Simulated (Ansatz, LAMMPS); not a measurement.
# An extra electron or hole in Ga2O3 with crystalline order left by the classical run (100 atoms), part 3 of 4

Aim: add and remove one electron in Ga2O3 with crystalline order left by the classical run (100 atoms), with atoms held and relaxed, and read trapping energy and localisation.

Ansatz 0.2.0; Kohn-Sham DFT, revPBE, PAW (set soft_1), plane waves; PAW set soft_1.

The cell: 40 Ga and 60 O. The quench rate of 200 K/ps is orders of magnitude faster than experiment. The network of bonds at the start is that of the classical potential that made the cell. Sampling is at Γ alone, for a cell whose shortest periodic width is 10 Å.

So far. Step 3 (Relaxation): The relaxation converged after 13 steps, 3.34 eV below its start, with a largest force component of 0.049 eV/Å. Step 5 (An extra electron, atoms held): An extra electron, atoms held: the energy stands 11.2 eV above that of the reference, with a moment of 0.59 μB. An odd electron should give 1 μB; this run ended with the carrier shared between both spins.

## 6. An extra electron, atoms relaxed

The atoms now respond to the charge; the energy gained comes from screening by the atoms, from trapping if the charge localises, and from any strain left in the reference.

File input.yaml:

```yaml
crystal:
  lattice:
    - [10.0136, 0.0, 0.0]
    - [0.0, 10.0136, 0.0]
    - [0.0, 0.0, 10.0136]
  atoms:
    [... the 100 atom lines of step 4 ...]
total_charge: -1
kpoints:
  mp_grid: { grid: [1, 1, 1] }
hamiltonian:
  xc: revpbe
  pseudopotentials: { kind: paw, azcp: { folder: soft_1 } }
scf:
  occupations: { method: fermi_dirac, width: 0.01 }
  lower_state_search: "off"
output:
  forces: true
magnetization:
  spin_polarized: true
  initial_magnetization: 1
relax:
  f_tol: 0.05
  max_steps: 90
```

On the command line:

```sh
$ ansatz run input.yaml --threads 4 --pin off --max-ram 8192MiB --backend cpu --events-out ev --progress --plain --runs-dir out
```

Log:

```text
[...]
Crystal: 100 atoms, lattice volume = 1004.086 Å³
Basis set: ecut = 420 eV, 19549 PW (Γ), exchange–correlation on 144×144×144 points (8 copies of the dense FFT grid, shifted against one another)
Bands: 541, of which v1, the nominal top of the filled ones, is band 441 counted from 1 (440 counted from 0)
Symmetry: 1 space group operations
[...]
k-points: 1
[...]
Starting moments: Σ|m| = 1 μB on 100 of 100 sites
[...]
SCF iter   1: F=—  HF=-185626.032822 eV  |F-HF|=—  |Δ(HF+E_count)|=         —  Δρ=6.19e-2 (↑5.94e-2 ↓6.19e-2)  dr2=7.18e1  dr2_m=1.67e-2  M=1.000 μB ∫|m|=1.096 μB  β_m=1.00  ethr=3.10e-3  ⟨swp⟩=6.0  Hψ=3753  notcnv=0
[...]
SCF iter  11: F=-185604.222669 eV  HF=-185604.222652 eV  |F-HF|=1.65e-5  |Δ(HF+E_count)|=   3.33e-5  Δρ=2.06e-5 (↑2.06e-5 ↓2.06e-5)  dr2=2.19e-5  dr2_m=2.00e-8  M=0.591 μB ∫|m|=0.704 μB  ethr=7.09e-9  ⟨swp⟩=2.0  Hψ=2878  notcnv=0
SCF 1 converged in 11 iterations: F = -185604.222669 eV  dr2 = 2.19e-5
[...]
relax step   1: F+E_penalty+E_count = -185604.22266875 eV  Δ(F+E_penalty+E_count) = +0.000e0 eV  max|allowed force component| = 9.794e-2 eV/Å  Δτ_max = 0.0000 Å  (11 SCF iters, dr2 threshold 6.25e-5 eV, accepted)
[...]
relax step   2: F+E_penalty+E_count = -185604.22881972 eV  Δ(F+E_penalty+E_count) = -6.151e-3 eV  max|allowed force component| = 5.581e-2 eV/Å  Δτ_max = 0.0049 Å  (11 SCF iters, accepted)
[...]
relax step   3: F+E_penalty+E_count = -185604.23320580 eV  Δ(F+E_penalty+E_count) = -4.386e-3 eV  max|allowed force component| = 2.673e-2 eV/Å  Δτ_max = 0.0085 Å  (11 SCF iters, accepted)
SCF converged after 11 iterations
Magnetization: 0.6163 μB (440.8082 up, 440.1918 down)
Absolute magnetization: 0.6635 μB (∫|ρ↑−ρ↓|, with the PAW one-centre terms)
[...]
Per-site moments (μB) at R_I (Å): [(0.00179124, 0.796396), (0.00180898, 0.791901), (0.00224391, 0.754781), (0.00137461, 0.750239), (0.00181977, 0.792783), [...]
Free energy (F): -185604.233206 eV
[...]
Internal energy: -185604.223429 eV  (E = F + TS)
E sigma→0 (E₀):  -185604.228317 eV
Entropy (-TS):   -0.009777 eV (-0.098 meV/atom)
Fermi energy:    11.176653 eV
[...]
--- Forces (eV/Å), atoms counted from 1 ---
  atom   1  Ga    -0.00311351    -0.00140854     0.00419910
  atom   2  Ga     0.00906633    -0.00424162     0.00157675
  atom   3  Ga     0.00810821    -0.00645248     0.01173216
  atom   4  Ga    -0.01463271    -0.00000974    -0.00862394
  atom   5  Ga    -0.00702326     0.00479768     0.00323778
  atom   6  Ga    -0.00663796    -0.01363445    -0.00453057
  atom   7  Ga    -0.01748049     0.00435926     0.01225096
  atom   8  Ga     0.01436791    -0.00682721     0.00532913
  atom   9  Ga    -0.00355488     0.01486501     0.00166593
  atom  10  Ga     0.00561652    -0.00311439     0.00123394
  atom  11  Ga     0.00985309    -0.00647512    -0.01193004
  atom  12  Ga    -0.00788821     0.00508955     0.00248989
  atom  13  Ga     0.00708627    -0.01390996     0.00628851
  atom  14  Ga    -0.01306134    -0.00196778     0.01070396
[...]
atom  99  O     -0.01162929     0.01271409     0.00267060
  atom 100  O      0.00751841    -0.01017619    -0.01171511
  max |Σ_I F_I| component: 6.20e-6 eV/Å
--- Relaxed structure (3 steps of the walk, 3 accepted, 0 SCFs on fresh bases) ---
  F+E_penalty+E_count = -185604.23320580 eV   max|allowed force component| = 2.673e-2 eV/Å
  atoms:
    - { symbol: Ga, position: [0.878437, 0.741615, 0.863477] }
    - { symbol: Ga, position: [0.469905, 0.554177, 0.467538] }
    - { symbol: Ga, position: [0.634065, 0.105668, 0.498902] }
    - { symbol: Ga, position: [0.183929, 0.696516, 0.975539] }
[...]
- { symbol: O, position: [0.027948, 0.234023, 0.239939] }
```

It took 72 s on 4 threads of Intel Xeon at 2.60GHz (Ice Lake), shared host; peak memory 2.8 GiB.

The relaxation converged after 3 steps, 0.0105 eV below its start, with a largest force component of 0.027 eV/Å.

An extra electron, atoms relaxed: the energy stands 11.2 eV above that of the reference, with a moment of 0.62 μB.

## 7. An extra electron, levels at the relaxed geometry

A single point at the new geometry gives levels and spin density.

input.yaml, the sections that differ from step 6:

```yaml
crystal:
  lattice:
    - [10.0136, 0.0, 0.0]
    - [0.0, 10.0136, 0.0]
    - [0.0, 0.0, 10.0136]
  atoms:
    - { symbol: Ga, position: [0.87844, 0.74161, 0.86348] }
    - { symbol: Ga, position: [0.4699, 0.55418, 0.46754] }
    - { symbol: Ga, position: [0.63407, 0.10567, 0.4989] }
    - { symbol: Ga, position: [0.18393, 0.69652, 0.97554] }
    - { symbol: Ga, position: [0.03248, 0.99723, 0.87086] }
    - { symbol: Ga, position: [0.05701, 0.84742, 0.17055] }
    [... 88 atom lines left out ...]
    - { symbol: O, position: [0.05657, 0.67684, 0.10353] }
    - { symbol: O, position: [0.68883, 0.90362, 0.1765] }
    - { symbol: O, position: [0.23792, 0.84571, 0.10093] }
    - { symbol: O, position: [0.88724, 0.12759, 0.8997] }
    - { symbol: O, position: [0.5305, 0.57387, 0.8909] }
    - { symbol: O, position: [0.02795, 0.23402, 0.23994] }
output:
  forces: true
  stress: true
  populations: intrinsic
  dos:
    method: { smearing: { sigma: 0.1 } }
    de: 0.1
    projected: { site_lists: { Ga: [Ga], O: [O] } }
  eigenvalues: true
  write_density: true
  write_potential: true
  volumetric_format: npy
# total_charge, kpoints, hamiltonian, scf, magnetization: as in step 6
# relax: removed
```

Log:

```text
[...]
Crystal: 100 atoms, lattice volume = 1004.086 Å³
Basis set: ecut = 420 eV, 19549 PW (Γ), exchange–correlation on 144×144×144 points (8 copies of the dense FFT grid, shifted against one another)
Bands: 541, of which v1, the nominal top of the filled ones, is band 441 counted from 1 (440 counted from 0)
Symmetry: 1 space group operations
[...]
k-points: 1
[...]
Starting moments: Σ|m| = 1 μB on 100 of 100 sites
[...]
SCF iter   1: F=—  HF=-185626.015847 eV  |F-HF|=—  |Δ(HF+E_count)|=         —  Δρ=6.19e-2 (↑5.94e-2 ↓6.19e-2)  dr2=7.17e1  dr2_m=1.67e-2  M=1.000 μB ∫|m|=1.096 μB  β_m=1.00  ethr=3.10e-3  ⟨swp⟩=6.0  Hψ=3753  notcnv=0
[...]
SCF iter  18: F=-185604.233203 eV  HF=-185604.233203 eV  |F-HF|=1.57e-9  |Δ(HF+E_count)|=   6.46e-9  Δρ=3.84e-7 (↑3.84e-7 ↓3.45e-7)  dr2=2.52e-9  dr2_m=4.37e-10  M=0.616 μB ∫|m|=0.735 μB  ethr=1.00e-12  ⟨swp⟩=4.0  Hψ=5385  notcnv=0
SCF 1 converged in 18 iterations: F = -185604.233203 eV  dr2 = 2.52e-9
[...]
SCF converged after 18 iterations
Magnetization: 0.6163 μB (440.8082 up, 440.1918 down)
Absolute magnetization: 0.6635 μB (∫|ρ↑−ρ↓|, with the PAW one-centre terms)
[...]
Per-site moments (μB) at R_I (Å): [(0.00179098, 0.796376), (0.00180868, 0.791883), (0.00224412, 0.754786), (0.00137449, 0.750241), (0.0018192, 0.792746), [...]
Free energy (F): -185604.233203 eV
[...]
Internal energy: -185604.223425 eV  (E = F + TS)
E sigma→0 (E₀):  -185604.228314 eV
Entropy (-TS):   -0.009777 eV (-0.098 meV/atom)
Fermi energy:    11.176625 eV
[...]
--- Forces (eV/Å), atoms counted from 1 ---
  atom   1  Ga    -0.00370229    -0.00011895     0.00454333
  atom   2  Ga     0.01047603    -0.00520313     0.00153155
  atom   3  Ga     0.00755071    -0.00651350     0.01154816
  atom   4  Ga    -0.01486331    -0.00031536    -0.00822613
  atom   5  Ga    -0.00770426     0.00552805     0.00353106
  atom   6  Ga    -0.00594453    -0.01554692    -0.00550706
  atom   7  Ga    -0.01741035     0.00481105     0.01333431
  atom   8  Ga     0.01390209    -0.00574246     0.00669936
  atom   9  Ga    -0.00304961     0.01405373     0.00191586
  atom  10  Ga     0.00674629    -0.00274016     0.00189795
  atom  11  Ga     0.00918730    -0.00690735    -0.01213491
  atom  12  Ga    -0.00753751     0.00513947     0.00188642
  atom  13  Ga     0.00762751    -0.01398604     0.00659914
  atom  14  Ga    -0.01254872    -0.00146097     0.00990349
[...]
atom  99  O     -0.01228853     0.01230412     0.00240951
  atom 100  O      0.00751942    -0.00972854    -0.01226653
  max |Σ_I F_I| component: 5.93e-6 eV/Å
--- Stress (GPa, compression-positive) ---
       13.400048       2.008317       0.103541
        2.008317      16.121723       1.034145
        0.103541       1.034145      15.483957
  P = ⅓ Tr σ = 15.0019 GPa (150.019 kbar)
--- Band table (eV) ---
[...]
--- intrinsic populations: 100 sites ---
  site symbol       q [e]    m [muB]
     0     Ga     11.9546     0.0071
     1     Ga     11.9620     0.0080
     2     Ga     11.9576     0.0096
[...]
99      O      6.7088     0.0035
  spilling = 0.000000 (of n_electrons = 881.000000)
```

Wall time 55 s (4 threads); peak memory 2.9 GiB; 3.5 min of CPU time.

An extra electron, levels at the relaxed geometry: the energy stands 11.2 eV above that of the reference, with a moment of 0.62 μB.

The levels nearest the highest filled one (over half full), pooled over k-points and spins:

```tsv
level less the highest filled one (eV)	occupation
-2.04	1
-1.93	1
-1.92	1
0	0.808
0.0288	0.192
2.49	0
2.53	0
2.62	0
```

Spin density in the bc plane at fractional x = 0.310, with atoms of Ga and O within 0.2 Å of it.

Values in units of 1e-3 e/Å³, 13 rows by 16 columns, each cell a mean:
```
 3.2  1.1  0.5  0.2  2.0  6.3  0.3  1.4  1.2  0.6  0.5  1.2  1.3  1.4  0.7  0.9
 1.3  0.3  0.2  0.1  0.2  0.2  0.5  1.6  1.3  0.3  2.0  0.6  0.2  0.4  0.9  2.0
 0.3  1.3  1.3  0.3  0.8  0.1  0.9  0.3  0.4  0.2  3.0  0.8  0.1  0.1  0.2  0.7
 0.5  0.6  0.3  0.8  0.9  0.5  6.2  0.8  0.1  0.1  0.1  0.3  0.6  0.5  0.7  1.6
-2.9  0.8  0.2  0.1  0.5  0.2  0.2  0.2  0.5  0.4  0.3  0.4  0.4  0.1  0.2  1.2
 1.5  0.3  4.4  4.0  0.0  0.3  0.1  0.2  0.5  0.4  0.2  0.2  0.2  0.0  0.0  0.9
 1.2  0.3  0.6  0.7  0.3  0.1  2.7  1.1  0.1  0.3  0.3  0.4  0.9  1.5  1.9  1.9
 1.1  0.8  1.3  2.0  1.6  0.2  1.3  0.6  0.0  0.1  0.2  0.6  1.6  2.4  2.9  2.5
 0.3  0.5  1.5  1.4  0.6  0.3  0.4  1.1  0.4  0.5  0.1  0.3  1.1  1.5  1.4  0.9
 0.3  0.9  1.6  0.3  6.6  3.4  0.8  3.1  1.7  0.4  0.3  0.4  0.9  0.9  0.7  0.4
 0.5  1.2  2.4  1.2  0.5 -0.2  1.0  2.5  1.3  0.2  0.5  1.3  1.0  0.4  0.3  0.4
 0.0  0.0  1.3  1.8  0.7  0.2  0.4  0.3  0.7  3.2  0.2  1.2  0.5 -0.1  0.0  0.3
 1.3  0.2  0.6  0.7 -0.1 -0.1  0.0  0.2  0.7  1.7  0.3  1.5  0.9  0.3  0.8  2.2
```
Columns run along b (10.0 Å), rows up along c (10.0 Å). Atoms in or near the plane, at fractional coordinates: Ga at (0.02, 0.66), O at (0.41, 0.72), O at (0.18, 0.56), O at (0.56, 0.07), O at (0.30, 0.25), O at (0.43, 0.46), O at (0.65, 0.82), O at (0.32, 0.97).

## 8. Neutral at the geometry of the electron

The neutral cell at the new geometry gives the energy of that geometry without the charge.

input.yaml, the sections that differ from step 7:

```yaml
crystal:
  lattice:
    - [10.0136, 0.0, 0.0]
    - [0.0, 10.0136, 0.0]
    - [0.0, 0.0, 10.0136]
  atoms:
    [... the 100 atom lines of step 7 ...]
scf:
  occupations: { method: gaussian, width: 0.05 }
output:
  forces: true
  stress: true
  populations: intrinsic
  dos:
    method: { smearing: { sigma: 0.1 } }
    de: 0.1
    projected: { site_lists: { Ga: [Ga], O: [O] } }
  eigenvalues: true
# kpoints, hamiltonian: as in step 7
# total_charge: removed
# magnetization: removed
```

Log:

```text
[...]
Crystal: 100 atoms, lattice volume = 1004.086 Å³
Basis set: ecut = 420 eV, 19549 PW (Γ), exchange–correlation on 144×144×144 points (8 copies of the dense FFT grid, shifted against one another)
Bands: 540, of which v1, the nominal top of the filled ones, is band 440 counted from 1 (439 counted from 0)
Symmetry: 1 space group operations
[...]
k-points: 1
[...]
SCF iter   1: F=—  HF=-185640.193783 eV  |F-HF|=—  |Δ(HF+E_count)|=         —  Δρ=1.26e-1  dr2=7.79e1  ethr=3.10e-3  ⟨swp⟩=5.0  Hψ=1696  notcnv=0  defer=44
[...]
SCF iter  11: F=—  HF=-185615.397534 eV  |F-HF|=—  |Δ(HF+E_count)|=   6.45e-7  Δρ=3.87e-6  dr2=1.20e-7  ethr=1.14e-11  ⟨swp⟩=13.0  Hψ=2885  notcnv=0
SCF iter  12: F=-185615.397534 eV  HF=-185615.397534 eV  |F-HF|=1.03e-8  |Δ(HF+E_count)|=   2.40e-8  Δρ=1.65e-6  dr2=2.86e-8  ethr=1.14e-11  ⟨swp⟩=4.0  Hψ=1704  notcnv=0
SCF 1 converged in 12 iterations: F = -185615.397534 eV  dr2 = 2.86e-8
[...]
SCF converged after 12 iterations
Free energy (F): -185615.397534 eV
[...]
Internal energy: -185615.397534 eV  (E = F + TS)
E sigma→0 (E₀):  -185615.397534 eV
Fermi energy:    10.224829 eV
[...]
Σ components = -185615.397534   (vs F -185615.397534, Δ=0.00e0)
--- Forces (eV/Å), atoms counted from 1 ---
  atom   1  Ga    -0.01311735    -0.02048116    -0.01210441
  atom   2  Ga     0.04920170     0.00189054     0.01786468
  atom   3  Ga     0.03966519    -0.02668442     0.06243400
  atom   4  Ga    -0.09191027    -0.01664434    -0.01278014
[...]
atom 100  O      0.02478367    -0.04819025     0.01926119
  max |Σ_I F_I| component: 1.63e-5 eV/Å
--- Stress (GPa, compression-positive) ---
       12.545061       2.044200       0.169827
        2.044200      15.263245       1.041444
        0.169827       1.041444      14.582332
  P = ⅓ Tr σ = 14.1302 GPa (141.302 kbar)
--- Band table (eV) ---
[...]
--- intrinsic populations: 100 sites ---
  site symbol       q [e]
     0     Ga     11.9402
     1     Ga     11.9464
     2     Ga     11.9416
[...]
99      O      6.7042
  spilling = 0.000000 (of n_electrons = 880.000000)
```

Elapsed: 18 s, on 4 threads; peak memory 1.8 GiB; 68 s of CPU time.

Neutral at the geometry of the electron: the energy stands 0.00839 eV above that of the reference.

## 9. An extra hole, atoms held

The electron count changes by one with the atoms held: a vertical process, on a uniform background, with spin and a narrow Fermi–Dirac smearing. Its energy against the neutral cell hangs on the program's zero of potential.

Changes to input.yaml since step 8:

```diff
@@ -6,3 +6,4 @@
   atoms:
-    [... the 100 atom lines of step 7 ...]
+    [... the 100 atom lines of step 4 ...]
+total_charge: 1
 kpoints:
@@ -13,3 +14,4 @@
 scf:
-  occupations: { method: gaussian, width: 0.05 }
+  occupations: { method: fermi_dirac, width: 0.01 }
+  lower_state_search: "off"
 output:
@@ -23 +25,7 @@
   eigenvalues: true
+  write_density: true
+  write_potential: true
+  volumetric_format: npy
+magnetization:
+  spin_polarized: true
+  initial_magnetization: 1
```

Log:

```text
[...]
Crystal: 100 atoms, lattice volume = 1004.086 Å³
Basis set: ecut = 420 eV, 19549 PW (Γ), exchange–correlation on 144×144×144 points (8 copies of the dense FFT grid, shifted against one another)
Bands: 540, of which v1, the nominal top of the filled ones, is band 440 counted from 1 (439 counted from 0)
Symmetry: 1 space group operations
[...]
k-points: 1
[...]
Starting moments: Σ|m| = 1 μB on 100 of 100 sites
[...]
SCF iter   1: F=—  HF=-185651.938421 eV  |F-HF|=—  |Δ(HF+E_count)|=         —  Δρ=6.58e-2 (↑6.45e-2 ↓6.58e-2)  dr2=8.33e1  dr2_m=1.22e-1  M=1.000 μB ∫|m|=1.048 μB  β_m=1.00  ethr=3.10e-3  ⟨swp⟩=5.0  Hψ=3389  notcnv=0  defer=92
[...]
SCF iter   2: F=—  HF=-185636.387781 eV  |F-HF|=—  |Δ(HF+E_count)|=         —  Δρ=4.34e-2 (↑4.26e-2 ↓4.34e-2)  dr2=3.66e1  dr2_m=1.30e-1  M=0.618 μB ∫|m|=0.792 μB  β_m=0.30  ethr=3.10e-3  ⟨swp⟩=3.0  Hψ=2124  notcnv=0  defer=186
[...]
SCF iter   8: F=—  HF=-185624.427423 eV  |F-HF|=—  |Δ(HF+E_count)|=   7.08e-2  Δρ=2.56e-3 (↑2.19e-3 ↓2.56e-3)  dr2=1.37e-1  dr2_m=8.68e-3  M=0.997 μB ∫|m|=1.124 μB  β_m=0.30  ethr=5.37e-5  ⟨swp⟩=2.5  Hψ=923  notcnv=0  defer=186
[...]
SCF iter  10: F=—  HF=-185624.511442 eV  |F-HF|=—  |Δ(HF+E_count)|=   4.37e-2  Δρ=5.12e-3 (↑1.42e-3 ↓5.12e-3)  dr2=5.11e-1  dr2_m=4.65e-2  M=1.000 μB ∫|m|=1.141 μB  β_m=0.15  ethr=1.55e-5  ⟨swp⟩=3.0  Hψ=1514  notcnv=0  defer=186  recentre
[...]
SCF iter  28: F=-185624.533938 eV  HF=-185624.533938 eV  |F-HF|=7.92e-9  |Δ(HF+E_count)|=   5.30e-9  Δρ=8.27e-7 (↑2.58e-7 ↓8.27e-7)  dr2=1.29e-8  dr2_m=1.34e-9  M=1.000 μB ∫|m|=1.143 μB  β_m=0.39  ethr=3.64e-12  ⟨swp⟩=5.0  Hψ=5357  notcnv=0
SCF iter  29: F=-185624.533938 eV  HF=-185624.533938 eV  |F-HF|=1.14e-9  |Δ(HF+E_count)|=  6.69e-10  Δρ=3.89e-7 (↑1.56e-7 ↓3.89e-7)  dr2=3.43e-9  dr2_m=2.19e-10  M=1.000 μB ∫|m|=1.143 μB  ethr=1.47e-12  ⟨swp⟩=5.0  Hψ=4681  notcnv=0
SCF 1 converged in 29 iterations: F = -185624.533938 eV  dr2 = 3.43e-9
[...]
SCF converged after 29 iterations
Magnetization: 0.9999 μB (439.9999 up, 439.0001 down)
Absolute magnetization: 1.1431 μB (∫|ρ↑−ρ↓|, with the PAW one-centre terms)
[...]
Per-site moments (μB) at R_I (Å): [(-0.000125549, 0.796441), (0.00140238, 0.791720), (-3.068233e-5, 0.753300), (0.00246196, 0.749315), (9.894096e-5, 0.793373), [...]
Free energy (F): -185624.533938 eV
[...]
Internal energy: -185624.530398 eV  (E = F + TS)
E sigma→0 (E₀):  -185624.532168 eV
Entropy (-TS):   -0.003541 eV (-0.035 meV/atom)
Fermi energy:    9.027469 eV
[...]
Σ components = -185624.533938   (vs F -185624.533938, Δ=0.00e0)
--- Forces (eV/Å), atoms counted from 1 ---
  atom   1  Ga    -0.14875954     0.37905434     0.15215911
  atom   2  Ga    -0.23849163     0.07720257    -0.14987436
  atom   3  Ga     0.02280586    -0.03801594    -0.02019286
  atom   4  Ga     0.50794335     0.14621967    -0.06460267
[...]
atom 100  O     -0.10490754     0.01352757    -0.04241673
  max |Σ_I F_I| component: 1.03e-5 eV/Å
--- Stress (GPa, compression-positive) ---
       13.286493       2.219434       0.005011
        2.219434      16.189065       1.081017
        0.005011       1.081017      15.076127
  P = ⅓ Tr σ = 14.8506 GPa (148.506 kbar)
--- Band table (eV) ---
[...]
--- intrinsic populations: 100 sites ---
  site symbol       q [e]    m [muB]
     0     Ga     11.9319    -0.0036
     1     Ga     11.9367    -0.0039
     2     Ga     11.9327    -0.0011
[...]
99      O      6.6989     0.0058
  spilling = 0.000000 (of n_electrons = 879.000000)
```

Run time: 62 s. Hardware: 4 threads; peak memory 2.9 GiB; 4 min of CPU time.

An extra hole, atoms held: the energy stands 9.13 eV below that of the reference, with a moment of 1.00 μB.

The levels nearest the highest filled one (over half full), pooled over k-points and spins:

```tsv
level less the highest filled one (eV)	occupation
-0.0648	1
-0.0377	0.999
-0.0178	0.994
0	0.967
0.0657	0.04
2.22	0
2.23	0
4.73	0
```

Spin density in the bc plane at fractional x = 0.310, with atoms of Ga and O within 0.2 Å of it.

Ten even steps from '0' (0.000 e/Å³) to '9' (0.051 e/Å³), each cell a mean:
```
0000000024000000000000000000
0000000022000000000000000000
0000000000000000001000000000
0000000000000000002100000000
0000000000000000013000000000
0000000000120000011000000000
0000000000121000000000000000
0000000000001000000000000000
0000000000000000000000000000
0001321000000000000000000000
0002894100000000000000000000
0000211000011000000000000000
0000000000012000000000000000
0000000000013100000000000000
0000000000000000000000000000
0000000000000000010000000000
0000000010000000021000000000
0000000021000000000000000000
0000000121000000000000000000
0000000000000000000000000000
0000000000000000000000000000
0000000000000000000000000000
0000000001000000000000000000
0000000036100000000000000000
```
Columns run along b (10.0 Å), rows up along c (10.0 Å). Atoms in or near the plane, at fractional coordinates: Ga at (0.02, 0.66), O at (0.41, 0.72), O at (0.18, 0.56), O at (0.56, 0.07), O at (0.30, 0.25), O at (0.43, 0.46), O at (0.65, 0.82), O at (0.32, 0.97).

## 10. An extra hole, atoms relaxed

The atoms now respond to the charge; the energy gained comes from screening by the atoms, from trapping if the charge localises, and from any strain left in the reference.

Input and log are left out; they have the form of those shown for this kind of step.

Elapsed: 2.2 min, on 4 threads of Intel Xeon at 2.60GHz (Ice Lake), shared host; peak memory 2.8 GiB; 8.6 min of CPU time.

The relaxation converged after 5 steps, 0.105 eV below its start, with a largest force component of 0.047 eV/Å.

An extra hole, atoms relaxed: the energy stands 9.23 eV below that of the reference, with a moment of 1.00 μB.

(Continued in part 4 of 4.)

[Long decimals in the printed logs are rounded to 6 places.]

[Logs are printed without paths, hosts, clocks, repeated set-up lines and the standing remarks that a program may print on its own settings, such as how far it seeks lower states.]

[Hosts, paths, dates, database ids (printed as entryN), source tags and the programs' standing remarks are cut or masked in the printed files.]
